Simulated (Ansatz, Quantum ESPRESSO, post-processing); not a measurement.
# Na chain with one atom pushed 0.5 Å aside at constant bond length: ballistic transmission, part 4 of 4

Aim: the zero-bias transmission with pwcond for this junction: Na chain with one atom pushed 0.5 Å aside at constant bond length.

Quantum ESPRESSO 7.5; plane-wave DFT, PBE, GBRV ultrasoft pseudopotentials; cross-check by Ansatz 0.2.0 with PAW datasets.

So far. Step 3 (The open system): At no point does T exceed the number of channels. Step 5 (Transmission with pwcond.x, with ikind = 2): The message: “init_orbitals (1): Too big atomic spheres”. ikind = 2 asks for a second, right-hand lead, for which no boundary (bdr) or run was given; ikind = 1 fits one lead on both sides.

### Step 6. Cross-check with Ansatz

As a check, the same structure is run in Ansatz.

Level of this step: plane-wave DFT, PBE, Ansatz PAW (Ansatz 0.2.0).

Input file input.yaml:

```yaml
crystal:
  lattice:
    - [7.5, 0.0, 0.0]
    - [0.0, 7.5, 0.0]
    - [0.0, 0.0, 42.8238025721]
  atoms:
    - { symbol: Na, position: [0.5, 0.5, 0.0] }
    - { symbol: Na, position: [0.5, 0.5, 0.077059948] }
    - { symbol: Na, position: [0.5, 0.5, 0.154119896] }
    - { symbol: Na, position: [0.5, 0.5, 0.231179844] }
    - { symbol: Na, position: [0.5, 0.5, 0.3082397921] }
    - { symbol: Na, position: [0.5, 0.5, 0.3852997401] }
    - { symbol: Na, position: [0.566666667, 0.5, 0.461470026] }
    - { symbol: Na, position: [0.5, 0.5, 0.5376403119] }
    - { symbol: Na, position: [0.5, 0.5, 0.6147002599] }
    - { symbol: Na, position: [0.5, 0.5, 0.6917602079] }
    - { symbol: Na, position: [0.5, 0.5, 0.768820156] }
    - { symbol: Na, position: [0.5, 0.5, 0.845880104] }
    - { symbol: Na, position: [0.5, 0.5, 0.922940052] }
kpoints:
  mp_grid: { grid: [1, 1, 4] }
hamiltonian:
  xc: pbe
scf:
  occupations: { method: fermi_dirac, width: 0.1 }
  convergence: { dr2_threshold: 1.0e-08 }
output:
  transmission:
    leads: [[0, 1]]
    e_range: [-2.0, 2.0]
    de: 0.05
    kmesh: [1, 1]
    reduced_basis: true
  write_potential: true
  write_density: true
  volumetric_format: npy
```

Started as:

```
$ ansatz run input.yaml --threads 4 --pin off --max-ram 8192MiB --backend cpu --events-out ev --progress --plain --runs-dir out
```

Numbers of over 12 decimals in the logs are rounded to 6 here.

The log of the run:

```text
Engine: ansatz 0.2.0, aarch64-unknown-linux-gnu
Pseudopotentials: kind: paw
Pseudopotential: Na, paw, valence charge 9, recommended cutoff 420 eV (normal), Na.paw.azcp
Functional definition: PBE
  parameter kappa = 0.804
  parameter beta = 0.066725
  exchange = pbe_x(kappa = kappa, mu = beta*pi^2/3)
  correlation = pbe_c(beta = beta)
Crystal: 13 atoms, lattice volume = 2408.839 Å³
Basis set: ecut = 420 eV, 47103 PW (Γ)
Bands: 72, of which v1, the nominal top of the filled ones, is band 59 counted from 1 (58 counted from 0)
Symmetry: 4 space group operations
Space group: Pmm2 (ITA 25), of the structure as read, at distance tolerance 1.3e-4 Å
k-points: 3 of 4
Non-local potential: Na, projectors of the file, l = 0: 3, l = 1: 2, l = 2: 1
PAW form: soft (Blöchl's): semilocal exchange-correlation on the pseudo side does not see the compensation charge
PAW one-centre angular grid: Na, 110 points (default); XC on 64 Gauss nodes
Initial density: superposition of atomic densities (neutral atoms: chi_scale 0, normalization atom), corrected by the library's trained network
Initial wavefunctions: pseudopotential atomic-orbital guess
Functional: x = pbe(κ = 0.804, μ = 0.219515), c = pbe(β = 0.066725)
SCF iter   1: F=—  HF=-19317.378441 eV  |F-HF|=—  |Δ(HF+E_count)|=         —  Δρ=9.45e-4  dr2=1.82e-1  ethr=1.77e-3  ⟨swp⟩=16.3  Hψ=1117  notcnv=0  defer=2
preconditioner: auto → LDOS  [metal: Δε(μ)=0.138 eV  Ē_g=2.292 eV  σ=0.100 eV  W_gap=0.31  n_scr=158 (ndim 8)  ℏωp=2.7 eV  f_vac=0.571  D(μ)=7.57/eV (n_scr^D=10)  β→1.0]
SCF iter   2: F=—  HF=-19317.389165 eV  |F-HF|=—  |Δ(HF+E_count)|=   1.07e-2  Δρ=3.82e-4  dr2=2.11e-2  ethr=1.55e-4  ⟨swp⟩=4.7  Hψ=317  notcnv=0  defer=2
SCF iter   3: F=—  HF=-19317.389703 eV  |F-HF|=—  |Δ(HF+E_count)|=   5.37e-4  Δρ=2.39e-4  dr2=8.62e-4  ethr=1.80e-5  ⟨swp⟩=6.0  Hψ=429  notcnv=0
SCF iter   4: F=—  HF=-19317.389337 eV  |F-HF|=—  |Δ(HF+E_count)|=   3.66e-4  Δρ=5.59e-5  dr2=7.66e-5  ethr=7.37e-7  ⟨swp⟩=2.0  Hψ=410  notcnv=0
SCF iter   5: F=—  HF=-19317.389552 eV  |F-HF|=—  |Δ(HF+E_count)|=   2.15e-4  Δρ=7.38e-6  dr2=3.27e-6  ethr=6.54e-8  ⟨swp⟩=3.0  Hψ=366  notcnv=0
SCF iter   6: F=—  HF=-19317.389336 eV  |F-HF|=—  |Δ(HF+E_count)|=   2.16e-4  Δρ=1.30e-6  dr2=9.02e-8  ethr=2.79e-9  ⟨swp⟩=3.0  Hψ=274  notcnv=0
SCF iter   7: F=-19317.389336 eV  HF=-19317.389336 eV  |F-HF|=5.50e-9  |Δ(HF+E_count)|=   2.22e-7  Δρ=3.21e-7  dr2=7.97e-9  ethr=8.55e-12  ⟨swp⟩=78.0  Hψ=1269  notcnv=0
SCF 1 converged in 7 iterations: F = -19317.389336 eV  dr2 = 7.97e-9
  greatest PAW one-centre occupation: 0.999 electrons in one spin orbital (limit 2), on the Na atom at site 2 (counted from 0), in its partial waves of l = 0
transmission: 54 of 324 steps passed
transmission: 108 of 324 steps passed
[...]
transmission: 324 of 324 steps passed
WARN: The input density's exchange-correlation potential varies sharply where the density is thin. Do not read a vacuum level from v_tot or v_xc, or from such a field of the output density. On a cell that repeats whose density bears no net charge and no dipole along the vacuum's axis use v_es (v_loc + v_h of the components); under efield.dipole_correction with no amplitude use v_es + v_field, which holds any external [...]
SCF converged after 7 iterations
Free energy (F): -19317.389336 eV
Harris-Foulkes:  -19317.389336 eV  (|F-HF|=5.50e-9)
Internal energy: -19317.137853 eV  (E = F + TS)
E sigma→0 (E₀):  -19317.263595 eV
Entropy (-TS):   -0.251484 eV (-19.345 meV/atom)
Fermi energy:    -2.184082 eV
--- Per-component energies (eV) ---
  E_band       = -3633.068894
  E_kinetic    = 1552.328067
  E_local      = -25807.550587  (includes V_loc(G=0)·N_el)
  E_nonlocal   = 1495.568551
  E_hartree    = 10136.659680
  E_xc         = -487.134332
  E_vxc        = -625.358172  (∫ρ·V_xc dr)
  E_paw        = -3421.933644  (= ΣΔE_a)
  E_vpaw       = -521.375916  (= ΣTr[D̂ρ^β])
  E_aug_tail   = -0.000409  (compensation charges beyond the density's cutoff)
  E_ewald      = -2785.075179
  E_smearing   = -0.251484  (= −TS)
  E_closure    = 0.000000  (closes the sum)
  Σ components = -19317.389336   (vs F -19317.389336, Δ=0.00e0)
--- Band table (eV) ---
  k-point 0: bands = [... 55 lower, -2.7384, -2.7364, -2.3228, -2.3220, -1.7499, -1.7487, -1.0325, -1.0292, ... 9 higher]
  k-point 1: bands = [... 55 lower, -2.8157, -2.6489, -2.4413, -2.1936, -1.9069, -1.5825, -1.2227, -0.8324, ... 9 higher]
  k-point 2: bands = [... 55 lower, -2.8822, -2.5507, -2.5495, -2.0554, -2.0547, -1.4078, -1.4057, -0.6318, ... 9 higher]
--- Transmission ---
  basis      : 497 plane waves across, 54 finite elements along
  points     : 1, standing for a mesh of 1 x 1
  energies   : 81 from -2.000000 to 2.000000 eV about the Fermi level, 0.050000 eV apart; the leads are filled to 0.000000 eV, and channels, transmission and decay are at 0.000000 eV
  crystal 0  : Na1, at the sites [0, 1], period 3.3000 Å, over 39.60 Å; its Hamiltonian steps by up to 0.0 meV
    offset         : up to 0.0000 Å between an atom of the period and one for which it stands
    channels       : 1.000000e0 a spin
    conductance    : none, the energies end too early or step too widely for 300 K: set another output.transmission.e_range or a lower de, or, where they end at an eighth of basis.ecutwfc, a higher one
  junction   : crystal 0 to crystal 0, -1.65 to 37.87 Å
    transmission   : 9.999833e-1 a spin
    error estimate : 1.462476e-5 a spin from the reduction of the transverse basis, at the most 7.304039e-5 at -0.850000 eV
    conductance    : none, the energies end too early or step too widely for 300 K: set another output.transmission.e_range or a lower de, or, where they end at an eighth of basis.ecutwfc, a higher one
```

The job ended after 32 s (4 threads of Arm Neoverse V2, shared host; peak memory 2.3 GiB; 1.9 min of CPU time).

Numbers from this step:

* free energy: -19317.3893 eV
* energy at zero smearing: -19317.2636 eV
* smearing term TS: 0.2515 eV
* Fermi energy: -2.184 eV
* symmetry operations: 4
* transmission at the Fermi level, one spin: 1.0000
* step of the lead's Hamiltonian over a period: 0 meV

Per spin. Transmission against energy, zero at the Fermi level:

| energy (eV) | transmission |
| --- | --- |
| -2.00 | 0 |
| -1.85 | 0 |
| -1.70 | 0 |
| -1.60 | 0 |
| -1.45 | 0 |
| -1.30 | 0 |
| -1.15 | 0 |
| -1.05 | 0 |
| -0.90 | 0 |
| -0.75 | 0.998 |
| -0.60 | 0.999 |
| -0.50 | 1.000 |
| -0.35 | 1.000 |
| -0.20 | 1.000 |
| -0.05 | 1.000 |
| 0.00 | 1.000 |
| 0.05 | 1.000 |
| 0.20 | 1.000 |
| 0.35 | 1.000 |
| 0.50 | 1.000 |
| 0.60 | 1.000 |
| 0.75 | 1.000 |
| 0.90 | 1.000 |
| 1.05 | 1.000 |
| 1.15 | 1.000 |
| 1.30 | 1.000 |
| 1.45 | 1.000 |
| 1.60 | 1.000 |
| 1.70 | 0.999 |
| 1.85 | 0.999 |
| 2.00 | 0.999 |

Per spin. Open channels against energy, zero at the Fermi level:

energy (eV), open channels and a bar:
```
    -2.00       0.00 
    -1.90       0.00 
    -1.80       0.00 
    -1.70       0.00 
    -1.55       0.00 
    -1.45       0.00 
    -1.35       0.00 
    -1.25       0.00 
    -1.15       0.00 
    -1.05       0.00 
    -0.90       0.00 
    -0.80       1.00 ##############################
    -0.70       1.00 ##############################
    -0.60       1.00 ##############################
    -0.50       1.00 ##############################
    -0.40       1.00 ##############################
    -0.25       1.00 ##############################
    -0.15       1.00 ##############################
    -0.05       1.00 ##############################
     0.00       1.00 ##############################
     0.05       1.00 ##############################
     0.15       1.00 ##############################
     0.25       1.00 ##############################
     0.40       1.00 ##############################
     0.50       1.00 ##############################
     0.60       1.00 ##############################
     0.70       1.00 ##############################
     0.80       1.00 ##############################
     0.90       1.00 ##############################
     1.05       1.00 ##############################
     1.15       1.00 ##############################
     1.25       1.00 ##############################
     1.35       1.00 ##############################
     1.45       1.00 ##############################
     1.55       1.00 ##############################
     1.70       1.00 ##############################
     1.80       1.00 ##############################
     1.90       1.00 ##############################
     2.00       1.00 ##############################
```

Ansatz finds T = 1.000 against pwcond's 0.998.

### Step 7. All levels side by side

All levels:

| step | T at the Fermi level (per spin) | conductance (G0) | r.m.s. T(E) from the first | CPU time of the step (s) | peak memory (GiB) |
| --- | --- | --- | --- | --- | --- |
| Ansatz | 1 | - | 0 | 115.7 | 2.322 |
| pwcond | 0.9982 | 0.9982 | 2.97e-4 | 943.7 | 0.54 |
| pwcond, changed setting | 0.9999 | 0.9999 | 0.01246 | 858.6 | 0.51 |

Per spin. Table of transmission by energy, zero at the Fermi level:

| energy (eV) | Ansatz | pwcond | pwcond, changed setting |
| --- | --- | --- | --- |
| -2.00 | 0 | 0 | 0 |
| -1.90 | 0 | 0 | 0 |
| -1.70 | 0 | 0 | 0 |
| -1.60 | 0 | 0 | 0 |
| -1.40 | 0 | 0 | 0 |
| -1.30 | 0 | 0 | 0 |
| -1.20 | 0 | 0 | 0 |
| -1.00 | 0 | 0 | 0 |
| -0.90 | 0 | 0 | 0 |
| -0.80 | 0.995 | 0.994 | 0.915 |
| -0.60 | 0.999 | 0.999 | 0.999 |
| -0.50 | 1.000 | 1.000 | 1.000 |
| -0.30 | 1.000 | 1.000 | 1.000 |
| -0.20 | 1.000 | 1.000 | 1.000 |
| -0.10 | 1.000 | 1.000 | 1.000 |
| 0.00 | 1.000 | 0.998 | 1.000 |
| 0.10 | 1.000 | 1.000 | 0.999 |
| 0.20 | 1.000 | 1.000 | 1.000 |
| 0.30 | 1.000 | 1.000 | 1.000 |
| 0.50 | 1.000 | 1.000 | 1.000 |
| 0.60 | 1.000 | 1.000 | 1.000 |
| 0.80 | 1.000 | 1.000 | 1.000 |
| 0.90 | 1.000 | 1.000 | 1.000 |
| 1.00 | 1.000 | 1.000 | 1.000 |
| 1.20 | 1.000 | 1.000 | 1.000 |
| 1.30 | 1.000 | 1.000 | 1.000 |
| 1.40 | 1.000 | 1.000 | 1.000 |
| 1.60 | 1.000 | 1.000 | 1.000 |
| 1.70 | 0.999 | 0.999 | 1.000 |
| 1.90 | 0.999 | 0.999 | 0.999 |
| 2.00 | 0.999 | 0.999 | 0.999 |

### Step 8. The arithmetic

G = 0.998 × 77.48 µS = 77.3 µS a cell, a resistance of 12.9 kΩ.

### Step 9. Results

* conductance from T at the Fermi level, a cell (G₀ = 2e²/h): 0.998 G₀
* lead channels per spin: 1.00
* the same conductance by Ansatz: 1.000 G₀

What this shows: The junction conducts 0.998 G₀ a cell at the Fermi level (PBE, GBRV ultrasoft). At the Fermi level the junction passes 100 % of what the leads offer, nearly all. At the Fermi level pwcond and Ansatz differ by 0.18 %, a close match. Over -2 to 2 eV, T lies between 0 and 1.00 per spin. The geometry is as built, not relaxed, and the leads are short.

[Logs are printed without paths, hosts, clocks, repeated set-up lines and the standing remarks that a program may print on its own settings, such as how far it seeks lower states.]

[Hosts, paths, dates, database ids (printed as entryN), source tags and the programs' standing remarks are cut or masked in the printed files.]

[Maps of the electrostatic potential energy from Ansatz leave out the sawtooth potential of an applied field or a dipole correction, so their vacuum need not be flat; planar profiles and work functions include it.]
